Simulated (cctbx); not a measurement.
**Absolute structure of La3LuSb3**

Space group C2 (no. 5), a = 13.4360 Å, b = 9.5860 Å, c = 9.5283 Å, α = 90.00°, β = 134.30°, γ = 90.00°.

| atom | mult. | x | y | z | Ueq (Å²) |
| --- | --- | --- | --- | --- | --- |
| Lu1 | 4 | 0.8198 | 0.9315 | 0.2476 | 0.0076 |
| La1 | 4 | 0.4303 | 0.8200 | 0.6053 | 0.0085 |
| La2 | 4 | 0.9275 | 0.6699 | 0.7487 | 0.0092 |
| La3 | 4 | 0.6738 | 0.5739 | 0.1039 | 0.0071 |
| Sb1 | 4 | 0.7549 | 0.7429 | 0.8828 | 0.0084 |
| Sb2 | 4 | 0.8763 | 0.9966 | 0.6083 | 0.0073 |
| Sb3 | 2 | 0 | 0.3707 | 0 | 0.0074 |
| Sb4 | 2 | 0 | 0.6343 | 1/2 | 0.0094 |

The model was made for the exercise: a known structure type with other elements put in, its volume estimated, not relaxed; displacement parameters are assumed.

Data sets are simulated with cctbx and refined with Bijvoet mates kept apart; Flack x is then fitted as the share of an inverted twin with the atoms fixed, Hooft y from the Bijvoet differences. The group has rotations alone, so the crystal has a hand.

Untwinned crystal. What Flack and Hooft values should come out?

```
  λ (Å)  extinction (unmodelled)  d min (Å)  top counts  error (%)     model      R1  Flack x    s.u.  Hooft y   s.u.  pairs
0.71073                        0       0.77        5000          2  as given  0.0175    0.003    0.01    0.006  0.011    929
0.71073                        0       0.77        5000          2  inverted  0.0447    0.993    0.01    1.001  0.011    929
1.54184                      0.1       0.83       70000          4  as given  0.0129    0.001  0.0017   -0.002  0.003    729
```

With Mo Kα, x is within 3 s.u. of 0, so the hand is right. With Cu Kα, x is within 3 s.u. of 0, so the hand is right. Inverting the model turns x into about 1 − x.

A further crystal gives:

```
  λ (Å)  extinction (unmodelled)  d min (Å)  top counts  error (%)     model      R1  Flack x   s.u.  Hooft y   s.u.  pairs
1.54184                        0        0.8       20000          6  as given  0.0717    0.783  0.005    0.827  0.006    821
```

**Question.** What is it?

It was simulated as an inversion twin with a fraction 0.8 of the inverted domain. Flack x is over 3 s.u. from both 0 and 1 and reads that fraction.

[Logs are printed without paths, hosts, clocks, repeated set-up lines and the standing remarks that a program may print on its own settings, such as how far it seeks lower states.]
